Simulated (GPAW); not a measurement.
## Zr L₃ ELNES/XANES of ZrS (Fm-3m) from DFT

Aim: the near-edge shape at the Zr L₃ edge of ZrS (Fm-3m), and what the core hole does to it.

Method: X-ray absorption from dipole matrix elements to empty bands, plane-wave PAW LDA, in GPAW 26.7.0.

The database entry behind the starting cell differs from later determinations by our own check (an axis about 1.9 % long against later determinations), so it need not match the best structure at ambient conditions.

### Step 1. Starting point

Symmetry: Fm-3m, No. 225, cubic system. Conventional cell: a = 5.250 Å, b = 5.250 Å, c = 5.250 Å, α = 90.00°, β = 90.00°, γ = 90.00°. Nearest to Zr lie 6 S at 2.62 Å. S has 6 Zr at 2.62 Å nearest. Farther neighbours and most contacts between anions are not listed.

### Step 2. Ground state of the crystal

The ground state comes first: it tells whether the system has a gap, which decides how the excited electron is treated.

The input, scf.py:

```python
import numpy as np
from ase import Atoms
from ase.parallel import parprint, paropen
from gpaw import GPAW, PW, FermiDirac, Mixer, MixerDif, setup_paths
from gpaw.test import gen
setup_paths.insert(0, '.')
gen('Zr', name='nch2p', xcname='LDA', corehole=(2, 1, 0), write_xml=True)
from gpaw.mpi import world
world.barrier()

atoms = Atoms('ZrS',
    cell=[[0, 2.625, 2.625],
     [2.625, 0, 2.625],
     [2.625, 2.625, 0]],
    scaled_positions=[[0, 0, 0],
     [0.5, 0.5, 0.5]],
    pbc=True)
atoms.calc = calc = GPAW(legacy_gpaw=True, mode=PW(430, force_complex_dtype=True), xc='LDA', setups={0: 'nch2p'},
    kpts={'size': (8, 8, 8), 'gamma': True}, occupations=FermiDirac(0.05),
    charge=0, mixer=Mixer(0.1, 5, 50), maxiter=150,
    convergence={'density': 0.0001, 'eigenstates': 1e-6}, txt='scf.txt')
energy = atoms.get_potential_energy() + calc.get_reference_energy()
ef = calc.get_fermi_level()
out = dict(energy=energy, fermi=ef, forces=atoms.get_forces().tolist())
parprint(f'all-electron energy {energy:.4f} eV, Fermi level {ef:.4f} eV')
ev = np.array([[calc.get_eigenvalues(k, s) for k in range(len(calc.get_ibz_k_points()))] for s in range(calc.get_number_of_spins())])
out['homo'], out['lumo'], out['counts'] = ev[ev < ef].max(), ev[ev > ef].min(), sorted(set((ev < ef).sum((0, 2)).tolist()))
out['filled'] = (ev[:, 0] < ef).sum(1).tolist()
import json
with paropen('out.json', 'w') as f:
    json.dump(out, f)
```

On the command line:

```console
> OMP_NUM_THREADS=1 mpirun -n 4 gpaw python scf.py
```

Numbers of over 12 decimals in the logs are rounded to 6 here.

Output:

```text
Input parameters:
  convergence: {density: 0.0001,
                eigenstates: 1e-06}
  kpts: {gamma: True,
         size: (8, 8, 8)}
  maxiter: 150
  mixer: {backend: pulay,
          beta: 0.1,
          method: separate,
          nmaxold: 5,
          weight: 50}
  mode: {ecut: 430.0,
         force_complex_dtype: True,
         name: pw}
  occupations: {fixmagmom: False,
                name: fermi-dirac,
                width: 0.05}
  setups: {0: nch2p}

Initialize ...

[... PAW data sets ...]

Reference energy: -108611.146639  # eV

Spin-paired calculation

[... convergence settings ...]
Symmetries present (total): 48
  [... symmetry matrices ...]

512 k-points: 8 x 8 x 8 Monkhorst-Pack grid + [1/16,1/16,1/16]
29 k-points in the irreducible part of the Brillouin zone
       k-points in crystal coordinates                weights
   0:     0.00000000    0.00000000    0.00000000          1/512
   1:     0.12500000    0.12500000    0.00000000          6/512
   2:     0.12500000    0.12500000    0.12500000          8/512
   3:     0.25000000    0.12500000    0.12500000         12/512
   4:     0.25000000    0.25000000    0.00000000          6/512
   5:     0.25000000    0.25000000    0.12500000         24/512
   6:     0.25000000    0.25000000    0.25000000          8/512
   7:     0.37500000    0.25000000   -0.37500000         24/512
   8:     0.37500000    0.25000000    0.12500000         24/512
   9:     0.37500000    0.25000000    0.25000000         24/512
          ...
  28:     0.50000000    0.50000000    0.50000000          4/512

Wave functions: Plane wave expansion
  Cutoff energy: 430.000 eV
  Number of coefficients (min, max): 722, 754
  Pulay-stress correction: 0.000000 eV/Ang^3 (de/decut=0.000000)
  Using FFTW library
  Wavefunction extrapolation:
    Improved wavefunction reuse through dual PAW basis

Occupation numbers: Fermi-Dirac:
  width: 0.0500  # eV

Eigensolver
   Davidson(niter=2)

Densities:
  Coarse grid: 18*18*18 grid
  Fine grid: 36*36*36 grid
  Total Charge: 0.000000

Density mixing:
  Method: separate
  Backend: pulay
  Linear mixing parameter: 0.1
  old densities: 5
  Width of damping distribution: 1.1
  Damping of long wavelength oscillations: 50

[... Hamiltonian set-up ...]
Number of atoms: 2
Number of atomic orbitals: 17
Number of bands in calculation: 15
Number of valence electrons: 18
Bands to converge: occupied

... initialized

Initializing position-dependent things.

Density initialized from atomic densities
Creating initial wave functions:
  15 bands from LCAO basis set

               S

       Zr

Atomic positions and initial magnetic moments

Positions:
   0 Zr     0.000000    0.000000    0.000000    ( 0.0000,  0.0000,  0.0000)
   1 S      2.625000    2.625000    2.625000    ( 0.0000,  0.0000,  0.0000)

Unit cell:
           periodic     x           y           z      points  spacing
  1. axis:    yes    0.000000    2.625000    2.625000    18     0.1684
  2. axis:    yes    2.625000    0.000000    2.625000    18     0.1684
  3. axis:    yes    2.625000    2.625000    0.000000    18     0.1684

  Lengths:   3.712311   3.712311   3.712311
  Angles:   60.000000  60.000000  60.000000

Effective grid spacing dv^(1/3) = 0.1837

iter:   1   -16.010145
iter:   2   -16.036505   -0.89  -1.42
iter:   3   -15.975873   -1.52  -1.47
iter:   4   -15.973289   -2.89  -1.81
iter:   5   -15.980794c  -2.78  -1.81
iter:   6   -15.976143c  -2.56  -2.16
iter:   7   -15.976741c  -3.46  -2.73
iter:   8   -15.974848c  -3.69  -2.63
iter:   9   -15.974528c  -3.65  -3.03
iter:  10   -15.974538c  -4.78  -3.84
iter:  11   -15.974554c  -5.36  -3.83
iter:  12   -15.974545c  -6.53c -3.90
iter:  13   -15.974543c  -6.79c -4.16c

Converged after 13 iterations.

Dipole moment: (-0.000000, -0.000000, -0.000000) |e|*Ang

Energy contributions relative to reference atoms: (reference = -108611.146639)

Kinetic:         +4.880237
Potential:       -5.045129
External:        +0.000000
XC:             -16.064923
Entropy (-ST):   -0.010581
Local:           +0.260562
SIC:             +0.000000
--------------------------
Free energy:    -15.979834
Extrapolated:   -15.974543

Showing only first 2 kpts
 Kpt  Band  Eigenvalues  Occupancy
  0     7      7.49002    2.00000
  0     8      9.62574    2.00000
  0     9      9.62574    2.00000
  0    10      9.62574    2.00000

  1     7      7.07121    2.00000
  1     8      9.21581    2.00000
  1     9     10.44380    1.99998
  1    10     10.56749    1.99982

Fermi level: 11.03276

No gap
No difference between direct/indirect transitions

Forces in eV/Ang:
  0 Zr   -0.00000    0.00000    0.00000
  1 S     0.00000   -0.00000    0.00000
Scalar-relativistic atomic LDA calculation for Zr (Zirconium, Z=40)
Core hole in 2p state (2p occupation: 6.0)
750 radial gridpoints.
|------------------------------------------------|
|------------------------------------------------|
[... the atom generator's iteration count ...]

Energy contributions:
-------------------------
Kinetic:    +3692.184684
XC:          -109.895672
Potential:  -7175.878938
-------------------------
Total:      -3593.589926

state      eigenvalue         ekin         rmax
-----------------------------------------------
1s^2.0 :  -653.661707   829.420089        0.024
2s^2.0 :   -90.610504   166.395580        0.137
2p^6.0 :   -80.908895   160.899875        0.109
3s^2.0 :   -14.826304    42.796876        0.409
3p^6.0 :   -11.658983    39.519476        0.402
3d^10.0:    -6.429220    34.321747        0.347
4s^2.0 :    -2.002506     9.091316        1.075
4p^6.0 :    -1.194731     7.176022        1.177
4d^2.0 :    -0.137296     2.906499        1.609
5s^2.0 :    -0.168580     1.087128        3.117
5p^0.0 :    -0.056877     0.560356        4.132
-----------------------------------------------
(units: Bohr and Hartree)

Generating PAW setup
Kinetic energy of the core from tauc = 3686.888234
Cutoffs:
rc(s)=2.500
rc(p)=2.520
rc(d)=2.350
rc(vbar)=2.400
rc(comp)=2.370
rc(nct)=2.520

Kinetic energy of the core states: 3622.958664
Charge: 0.0
Core electrons: 28.0
Valence electrons: 12.0
Pseudo-core charge: 0.001348
Shape function alpha=1.780
Pseudo-electron charge 7.301481
state    eigenvalue         norm
--------------------------------
4s(2) :    -2.002506     0.557300
5s(2) :    -0.168580     0.971584
4p(6) :    -1.194731     0.435762
5p(0) :    -0.056877     0.975807
4d(2) :    -0.137296     0.813898
*d    :     0.862704
--------------------------------

Diagonalizing with gridspacing h=0.050

state   all-electron     PAW
-------------------------------
4s:      -2.002506    -2.003001
4p:      -1.194731    -1.195441
4d:      -0.137296    -0.137746
*f:                    0.063130
-------------------------------
all-electron energy -108627.1212 eV, Fermi level 11.0328 eV
```

Wall time 7.4 s (4 MPI ranks of Intel Xeon Platinum 8488C (Sapphire Rapids), shared host); peak memory 0.17 GiB.

The mesh shows no gap, so the system is treated as a metal and the core electron is put at the Fermi level (neutral cell).

### Step 3. Spectrum without a core hole, Zr atom 1

Without a hole the spectrum is the empty density of states of the right symmetry on the absorber, weighted by matrix elements. It needs only the small cell and serves as the baseline. The data set with a hole of occupation 0 only carries the core orbital.

The absorber has 6 S at 2.62 Å (octahedral, site symmetry m-3m).

The input, xas.py:

```python
import numpy as np
from ase import Atoms
from ase.parallel import parprint, paropen
from gpaw import GPAW, PW, FermiDirac, Mixer, MixerDif, setup_paths
from gpaw.test import gen
setup_paths.insert(0, '.')
gen('Zr', name='nch2p', xcname='LDA', corehole=(2, 1, 0), write_xml=True)
from gpaw.mpi import world
world.barrier()

atoms = Atoms('ZrS',
    cell=[[0, 2.625, 2.625],
     [2.625, 0, 2.625],
     [2.625, 2.625, 0]],
    scaled_positions=[[0, 0, 0],
     [0.5, 0.5, 0.5]],
    pbc=True)
atoms.calc = calc = GPAW(legacy_gpaw=True, mode=PW(430, force_complex_dtype=True), xc='LDA', setups={0: 'nch2p'},
    kpts={'size': (11, 11, 11), 'gamma': True}, occupations=FermiDirac(0.1),
    charge=0, mixer=Mixer(0.1, 5, 50), maxiter=150,
    convergence={'density': 0.0001, 'eigenstates': 1e-6}, txt='scf.txt')
energy = atoms.get_potential_energy() + calc.get_reference_energy()
ef = calc.get_fermi_level()
out = dict(energy=energy, fermi=ef, forces=atoms.get_forces().tolist())
parprint(f'all-electron energy {energy:.4f} eV, Fermi level {ef:.4f} eV')
ev = np.array([[calc.get_eigenvalues(k, s) for k in range(len(calc.get_ibz_k_points()))] for s in range(calc.get_number_of_spins())])
out['homo'], out['lumo'], out['counts'] = ev[ev < ef].max(), ev[ev > ef].min(), sorted(set((ev < ef).sum((0, 2)).tolist()))
out['filled'] = (ev[:, 0] < ef).sum(1).tolist()

from ase.units import Ha
from gpaw.xas import dipole_matrix_elements
nb = int(calc.get_number_of_electrons() / 2) + 30
top = nb
nscf = calc.fixed_density(kpts={'size': (6, 6, 6), 'gamma': True},
    convergence={'eigenstates': 1.0}, txt='nscf.txt')
nscf.diagonalize_full_hamiltonian(nbands=nb)
cell = atoms.cell.array
ops = [cell.T @ U.T @ np.linalg.inv(cell.T) for U in nscf.wfs.kd.symmetry.op_scc]
E = np.arange(-25, 34, 0.1)
fwhm = np.interp(E, [4, 25], [1.57, 3.5])
Y, X, zero, highest = 0, 0, 1e9, 1e9
for spin in range(nscf.get_number_of_spins()):
    wfs = nscf.wfs
    mine = wfs.bd.get_slice()  # this rank's bands
    A = dipole_matrix_elements(wfs.setups[0])
    eps = np.zeros((wfs.kd.nibzkpts, nb))
    d = np.zeros((3, A.shape[1], wfs.kd.nibzkpts, nb), complex)
    for kpt in wfs.kpt_u:
        if kpt.s == spin and 0 in kpt.P_ani:
            eps[kpt.k, mine] = kpt.eps_n * Ha
            d[:, :, kpt.k, mine] = (kpt.weight * wfs.nspins / 2) ** 0.5 * np.inner(A, kpt.P_ani[0])
    world.sum(eps)
    world.sum(d)
    T = np.einsum('amkn,bmkn->abkn', d, d.conj()).real
    T = sum(np.einsum('ai,ijkn,bj->abkn', R, T, R) for R in ops) / len(ops)
    empty = eps > ef
    zero, highest = min(zero, eps[empty].min()), min(highest, eps[:, top - 1].min())
    lines = [(eps, T, empty)] if spin == 0 else lines + [(eps, T, empty)]
for eps, T, empty in lines:
    f = np.einsum('aakn->akn', T).reshape(3, -1)
    x = eps.ravel() - zero
    w = np.interp(x, E, fwhm) / 2.35482
    g = np.exp(-0.5 * ((E[:, None] - x) / w) ** 2) / (w * (2 * np.pi) ** 0.5)
    Y = Y + (f * empty.ravel()) @ g.T
    X = X + (f * ~empty.ravel()) @ g.T
out.update(E=E.round(2).tolist(), xas=Y.tolist(), xes=X.tolist(), zero=zero, valid=highest - zero, nk=len(eps), nb=nb)
for i in range(0, len(E), 10):
    parprint(f'{E[i]:7.2f}', *(f'{v:10.3e}' for v in Y[:, i]))
import json
with paropen('out.json', 'w') as f:
    json.dump(out, f)
```

On the command line:

```console
> OMP_NUM_THREADS=1 mpirun -n 4 gpaw python xas.py
```

Output:

```text
Input parameters:
  convergence: {density: 0.0001,
                eigenstates: 1e-06}
  kpts: {gamma: True,
         size: (11, 11, 11)}
  maxiter: 150
  mixer: {backend: pulay,
          beta: 0.1,
          method: separate,
          nmaxold: 5,
          weight: 50}
  mode: {ecut: 430.0,
         force_complex_dtype: True,
         name: pw}
  occupations: {fixmagmom: False,
                name: fermi-dirac,
[...]
*d    :     0.862704
--------------------------------

Diagonalizing with gridspacing h=0.050

state   all-electron     PAW
-------------------------------
4s:      -2.002506    -2.003001
4p:      -1.194731    -1.195441
4d:      -0.137296    -0.137746
*f:                    0.063130
-------------------------------
all-electron energy -108627.1156 eV, Fermi level 10.9784 eV
[...]
32.00  1.023e-05  1.023e-05  1.023e-05
  33.00  1.000e-05  1.000e-05  1.000e-05
[key lines of the parts left out:]
Converged after 14 iterations.
Dipole moment: (0.000000, -0.000000, -0.000000) |e|*Ang
Free energy:    -15.994700
Fermi level: 10.97844
```

Elapsed: 10 s, on 4 MPI ranks; peak memory 0.24 GiB.

The Zr L₃ spectrum, Zr atom 1, no core hole (energy from the lowest empty level; intensity scaled to a mean of 1 over the first 20 eV):

| E (eV) | intensity |
| --- | --- |
| -2.0 | 0.00 |
| -1.5 | 0.04 |
| -1.0 | 0.19 |
| -0.5 | 0.63 |
| 0.0 | 1.34 |
| 0.5 | 2.12 |
| 1.0 | 2.86 |
| 1.5 | 3.40 |
| 2.0 | 3.38 |
| 2.5 | 2.76 |
| 3.0 | 2.03 |
| 3.5 | 1.40 |
| 4.0 | 0.89 |
| 4.5 | 0.64 |
| 5.0 | 0.69 |
| 5.5 | 0.81 |
| 6.0 | 0.80 |
| 6.5 | 0.75 |
| 7.0 | 0.81 |
| 7.5 | 0.94 |
| 8.0 | 1.00 |
| 8.5 | 0.94 |
| 9.0 | 0.85 |
| 9.5 | 0.81 |
| 10.0 | 0.81 |
| 10.5 | 0.79 |
| 11.0 | 0.72 |
| 11.5 | 0.60 |
| 12.0 | 0.48 |
| 12.5 | 0.40 |
| 13.0 | 0.37 |
| 13.5 | 0.37 |
| 14.0 | 0.39 |
| 14.5 | 0.42 |
| 15.0 | 0.46 |
| 15.5 | 0.51 |
| 16.0 | 0.56 |
| 16.5 | 0.60 |
| 17.0 | 0.64 |
| 17.5 | 0.65 |
| 18.0 | 0.64 |
| 18.5 | 0.61 |
| 19.0 | 0.57 |
| 19.5 | 0.52 |
| 20.0 | 0.47 |
| 20.5 | 0.43 |
| 21.0 | 0.41 |
| 21.5 | 0.41 |
| 22.0 | 0.42 |
| 22.5 | 0.44 |
| 23.0 | 0.46 |
| 23.5 | 0.47 |
| 24.0 | 0.47 |
| 24.5 | 0.45 |
| 25.0 | 0.44 |
| 25.5 | 0.44 |
| 26.0 | 0.46 |
| 26.5 | 0.49 |
| 27.0 | 0.52 |
| 27.5 | 0.57 |
| 28.0 | 0.60 |
| 28.5 | 0.63 |
| 29.0 | 0.65 |
| 29.5 | 0.65 |
| 30.0 | 0.64 |
| 30.5 | 0.61 |
| 31.0 | 0.57 |
| 31.5 | 0.53 |
| 32.0 | 0.50 |

Main maxima below 30 eV (height): 1.8 eV (3.48), 5.6 eV (0.82), 8.0 eV (1.00), 17.6 eV (0.65) and 29.4 eV (0.66). At an L edge the dipole rule selects empty d (and weakly s) states on the absorber, and the strong line at the onset measures the empty part of its d band.

The same matrix elements for filled bands give the Zr L₃ emission of Zr atom 1 (ground-state approximation; energy from the lowest empty level, largest value 1):

| E (eV) | emission |
| --- | --- |
| -24.00 | 0.00 |
| -23.25 | 0.00 |
| -22.50 | 0.00 |
| -21.75 | 0.00 |
| -21.00 | 0.00 |
| -20.25 | 0.00 |
| -19.50 | 0.00 |
| -18.75 | 0.00 |
| -18.00 | 0.00 |
| -17.25 | 0.00 |
| -16.50 | 0.00 |
| -15.75 | 0.02 |
| -15.00 | 0.04 |
| -14.25 | 0.03 |
| -13.50 | 0.01 |
| -12.75 | 0.00 |
| -12.00 | 0.00 |
| -11.25 | 0.00 |
| -10.50 | 0.00 |
| -9.75 | 0.00 |
| -9.00 | 0.01 |
| -8.25 | 0.05 |
| -7.50 | 0.16 |
| -6.75 | 0.34 |
| -6.00 | 0.61 |
| -5.25 | 0.58 |
| -4.50 | 0.27 |
| -3.75 | 0.12 |
| -3.00 | 0.20 |
| -2.25 | 0.47 |
| -1.50 | 0.83 |
| -0.75 | 0.99 |
| 0.00 | 0.59 |
| 0.75 | 0.13 |
| 1.50 | 0.01 |
| 2.25 | 0.00 |
| 3.00 | 0.00 |

Emission maxima: -5.6 eV (0.66) and -0.8 eV (1.00).

### Step 4. Supercell without a hole, the energy reference

The photon energy needs a difference of total energies, so the cell and mesh of the coming hole run are first run without a hole.

Changes to scf.py since step 2:

```diff
@@ -10,11 +10,21 @@
 
-atoms = Atoms('ZrS',
-    cell=[[0, 2.625, 2.625],
-     [2.625, 0, 2.625],
-     [2.625, 2.625, 0]],
+atoms = Atoms('Zr6S6',
+    cell=[[2.625, 5.25, 2.625],
+     [5.25, -2.625, -2.625],
+     [2.625, 2.625, -5.25]],
     scaled_positions=[[0, 0, 0],
-     [0.5, 0.5, 0.5]],
+     [0.5, 0.16666667, 0.16666667],
+     [0, 0.33333333, 0.33333333],
+     [0.5, 0.5, 0.5],
+     [0, 0.66666667, 0.66666667],
+     [0.5, 0.83333333, 0.83333333],
+     [0.75, 0.25, 0.75],
+     [0.25, 0.41666667, 0.91666667],
+     [0.75, 0.58333333, 0.08333333],
+     [0.25, 0.75, 0.25],
+     [0.75, 0.91666667, 0.41666667],
+     [0.25, 0.08333333, 0.58333333]],
     pbc=True)
 atoms.calc = calc = GPAW(legacy_gpaw=True, mode=PW(430, force_complex_dtype=True), xc='LDA', setups={0: 'nch2p'},
-    kpts={'size': (8, 8, 8), 'gamma': True}, occupations=FermiDirac(0.05),
+    kpts={'size': (3, 4, 4), 'gamma': True}, occupations=FermiDirac(0.1),
     charge=0, mixer=Mixer(0.1, 5, 50), maxiter=150,
```

On the command line:

```console
> OMP_NUM_THREADS=1 mpirun -n 4 gpaw python scf.py
```

Output:

```text
Input parameters:
  convergence: {density: 0.0001,
                eigenstates: 1e-06}
  kpts: {gamma: True,
         size: (3, 4, 4)}
  maxiter: 150
  mixer: {backend: pulay,
          beta: 0.1,
          method: separate,
          nmaxold: 5,
          weight: 50}
  mode: {ecut: 430.0,
         force_complex_dtype: True,
         name: pw}
  occupations: {fixmagmom: False,
                name: fermi-dirac,
[...]
5s(2) :    -0.168580     0.971584
4p(6) :    -1.194731     0.435762
5p(0) :    -0.056877     0.975807
4d(2) :    -0.137296     0.813898
*d    :     0.862704
--------------------------------

Diagonalizing with gridspacing h=0.050

state   all-electron     PAW
-------------------------------
4s:      -2.002506    -2.003001
4p:      -1.194731    -1.195441
4d:      -0.137296    -0.137746
*f:                    0.063130
-------------------------------
all-electron energy -651762.6739 eV, Fermi level 10.9938 eV
[key lines of the parts left out:]
Converged after 13 iterations.
Dipole moment: (-0.000000, -0.000000, -0.000000) |e|*Ang
Free energy:    -95.956319
Fermi level: 10.99382
```

Run time: 27 s. Hardware: 4 MPI ranks; peak memory 0.31 GiB.

Reference energy: -651762.674 eV with the cores included.

(Part 1 of 3 ends here.)

[Banner, clock and machine lines of the logs are left out without a mark of their own.]

[Logs are printed without paths, hosts, clocks, repeated set-up lines and the standing remarks that a program may print on its own settings, such as how far it seeks lower states.]

[Hosts, paths, dates, database ids (printed as entryN), source tags and the programs' standing remarks are cut or masked in the printed files.]

[Lists of maxima count a maximum above −3 eV only where it reaches 4 % of the highest in the window and stands out from its surroundings by 2 % of it (1.5 % where it reaches 55 %); shoulders and weaker maxima are passed over, and of the rest the first, up to two pre-edge ones and the few strongest are named.]
